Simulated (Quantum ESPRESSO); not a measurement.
## Fixed-spin-moment curve of MnS (Browneite)

Wanted: E(M) for MnS (Browneite) from a parallel start.

Method: PBEsol; plane waves with GBRV 1.5 PBEsol potentials, no spin-orbit coupling, in Quantum ESPRESSO 7.5.

Report form: the programs' logs are mostly left out.

## (1) The structure

The structure is cubic, space group F-43m (No. 216). The conventional cell has a = 5.600 Å, b = 5.600 Å, c = 5.600 Å, α = 90.00°, β = 90.00°, γ = 90.00°. Nearest to Mn lie 4 S at 2.42 Å. S has 4 Mn at 2.42 Å nearest. Farther neighbours and most contacts between anions are not listed.

The cell comes from the Crystallography Open Database.

## (2) No moment imposed

pw.in

```
&CONTROL
  calculation = 'scf'
  prefix = 'pwscf'
  outdir = './tmp'
  pseudo_dir = './pseudo'
  disk_io = 'nowf'
  tprnfor = .true.
  tstress = .true.
/
&SYSTEM
  ibrav = 0
  celldm(1) = 8
  nat = 2
  ntyp = 2
  ecutwfc = 40
  ecutrho = 280
  nbnd = 19
  occupations = 'smearing'
  smearing = 'fd'
  degauss = 0.00367493
  nspin = 2
  starting_magnetization(1) = 0.3
  starting_magnetization(2) = 0
/
&ELECTRONS
  conv_thr = 4d-09
  electron_maxstep = 150
  mixing_beta = 0.3
/
ATOMIC_SPECIES
Mn     54.9380 mn_pbesol_v1.5.uspp.F.UPF
S      32.0600 s_pbesol_v1.4.uspp.F.UPF
CELL_PARAMETERS alat
   0.0000000000000    0.6614041436190    0.6614041436190
   0.6614041436190    0.0000000000000    0.6614041436190
   0.6614041436190    0.6614041436190    0.0000000000000
ATOMIC_POSITIONS crystal
Mn      0.0000000000    0.0000000000    0.0000000000
S       0.2500000000    0.2500000000    0.2500000000
K_POINTS automatic
6 6 6 0 0 0
```

Command:

```
$ OMP_NUM_THREADS=1 mpirun -n 2 pw.x -nk 2 -in pw.in > pw.out
```

Run time: 15 s. Hardware: 2 MPI ranks of Arm Neoverse N1, shared host; peak memory 0.2 GiB; 30 s of CPU time.

Spin moment in the atom's sphere by atom:

```
atom  spin moment in the atom's sphere (μB)
 Mn1                                   4.13
  S2                                   0.11
```

This step gave:

* smearing term TS: 0.008993 eV
* pressure: -2.330 GPa
* magnetization: 4.875 μB
* absolute magnetization: 4.875 μB
* final state: ferromagnetic

## (3) Moment fixed at 0 μB

The two spin channels are filled to separate Fermi energies, so that the total moment meets the target. Half of the up one less the down one is the slope dE/dM.

Edit pw.in of step 2 so:

```diff
@@ -16,3 +16,3 @@
   ecutrho = 280
-  nbnd = 19
+  nbnd = 20
   occupations = 'smearing'
@@ -21,4 +21,5 @@
   nspin = 2
-  starting_magnetization(1) = 0.3
+  starting_magnetization(1) = 0.015
   starting_magnetization(2) = 0
+  tot_magnetization = 0
 /
```

Wall time 15 s (2 MPI ranks); peak memory 0.2 GiB.

Numbers from this step:

- magnetization: 0 μB
- absolute magnetization: 0 μB
- half the difference of the two Fermi energies: 0.1 meV
- largest moment: 0 μB

## (4) Moment fixed at 0.658 μB

Edit pw.in of step 3 so:

```diff
@@ -16,3 +16,3 @@
   ecutrho = 280
-  nbnd = 20
+  nbnd = 21
   occupations = 'smearing'
@@ -21,5 +21,5 @@
   nspin = 2
-  starting_magnetization(1) = 0.015
+  starting_magnetization(1) = 0.0439
   starting_magnetization(2) = 0
-  tot_magnetization = 0
+  tot_magnetization = 0.658
 /
```

Elapsed: 18 s, on 2 MPI ranks; peak memory 0.21 GiB.

Spin moment in the atom's sphere by atom:

```csv
atom,spin moment in the atom's sphere (μB)
Mn1,0.673
S2,-0.049
```

This step gave:

| Item | Value |
| --- | --- |
| magnetization | 0.658 μB |
| absolute magnetization | 0.803 μB |
| half the difference of the two Fermi energies | -106.8 meV |

## (5) Moment fixed at 1.316 μB

Edit pw.in of step 4 so:

```diff
@@ -21,5 +21,5 @@
   nspin = 2
-  starting_magnetization(1) = 0.0439
+  starting_magnetization(1) = 0.0877
   starting_magnetization(2) = 0
-  tot_magnetization = 0.658
+  tot_magnetization = 1.316
 /
```

Wall time 18 s (2 MPI ranks); peak memory 0.21 GiB; 37 s of CPU time.

This step gave:

```
magnetization                                 : 1.316 μB
absolute magnetization                        : 1.6 μB
half the difference of the two Fermi energies : -259.7 meV
largest moment                                : 1.350 μB
```

## (6) A faulty input

One input was spoiled on purpose, to see how the program answers.

pw.in

```
&CONTROL
  calculation = 'scf'
  prefix = 'pwscf'
  outdir = './tmp'
  pseudo_dir = './pseudo'
  disk_io = 'nowf'
  tprnfor = .true.
  tstress = .true.
/
&SYSTEM
  ibrav = 0
  nat = 2
  ntyp = 2
  ecutwfc = 40
  ecutrho = 280
  nbnd = 19
  occupations = 'smearing'
  smearing = 'fd'
  degauss = 0.00367493
  nspin = 2
  starting_magnetization(1) = 0.3
  starting_magnetization(2) = 0
/
&ELECTRONS
  conv_thr = 4d-09
  electron_maxstep = 6
  mixing_beta = 0.3
/
ATOMIC_SPECIES
Mn     54.9380 mn_pbesol_v1.5.uspp.F.UPF
S      32.0600 s_pbesol_v1.4.uspp.F.UPF
CELL_PARAMETERS angstrom
   0.0000000000    2.8000000000    2.8000000000
   2.8000000000    0.0000000000    2.8000000000
   2.8000000000    2.8000000000    0.0000000000
ATOMIC_POSITIONS crystal
Mn      0.0000000000    0.0000000000    0.0000000000
S       0.2500000000    0.2500000000    0.2500000000
K_POINTS automatic
6 6 6 0 0 0
```

The job ended after 8.3 s (2 MPI ranks; peak memory 0.2 GiB).

Residual by cycle:

cycle, log10 residual and a bar from the least value:
```
        1        1.0 ##############################
        2       -0.1 #######################
        3       -0.9 ##################
        4       -1.7 #############
        5       -3.1 ####
        6       -3.7
```

After 6 cycles the residual stands at 1.8e-4. The cap of 6 cycles in the input ended the loop.

The fault put into the input: too few SCF iterations.

## (7) All moments

The runs not shown differ in the target, the start and the number of states alone. The point at 4.87 μB is the free run, entered with slope zero.

The energy over the lowest by total spin moment:

```csv
total spin moment (μB a cell),energy over the lowest (meV a cell)
0.00,1577
0.66,1535
1.32,1417
1.97,1195
2.63,909
3.29,580
3.95,260
4.61,29.7
4.87,0
5.26,718
5.92,2735
6.58,4920
```

Table of dE/dM by total spin moment:

```csv
total spin moment (μB a cell),dE/dM (meV/μB)
0.00,0.125
0.66,-107
1.32,-260
1.97,-399
2.63,-476
3.29,-509
3.95,-445
4.61,-217
4.87,0
5.26,2910
5.92,3242
6.58,3412
```

The largest site moment by total spin moment:

```csv
total spin moment (μB a cell),largest site moment (μB)
0.00,2.2e-5
0.66,0.673
1.32,1.35
1.97,1.98
2.63,2.57
3.29,3.10
3.95,3.58
4.61,3.99
4.87,4.13
5.26,4.23
5.92,4.33
6.58,4.43
```

## (8) Summary of results

```yaml
moment_of_the_free_run: 4.87 μB a cell
energy_at_zero_total_moment: 1577 meV a cell over the lowest
delta_e_delta_m2_from_the_lowest_point_to_5p26_and_to_4p61_mu_b: 4716 and 414 meV/μB²
```

What this shows: At zero total moment the site moments vanish, so the 1577 meV a cell is the energy of forming them. The points show one minimum alone. The cell holds one seeded atom, so opposed orders, which may lie lower, cannot form in it. No Hubbard term acts here. In such compounds local and semilocal functionals without one often delocalise the d electrons, and can shrink or lose moments and miss the size, sign and order of the couplings.

[Logs and program files are shortened in this print: banners, set-up blocks, solver, clock and traceback lines can be left out without a mark of their own.]

[Logs are printed without paths, hosts, clocks, repeated set-up lines and the standing remarks that a program may print on its own settings, such as how far it seeks lower states.]

[Hosts, paths, dates, database ids (printed as entryN), source tags and the programs' standing remarks are cut or masked in the printed files.]

[Where a cell is said to come from a database of computed structures, the database is the Materials Project.]
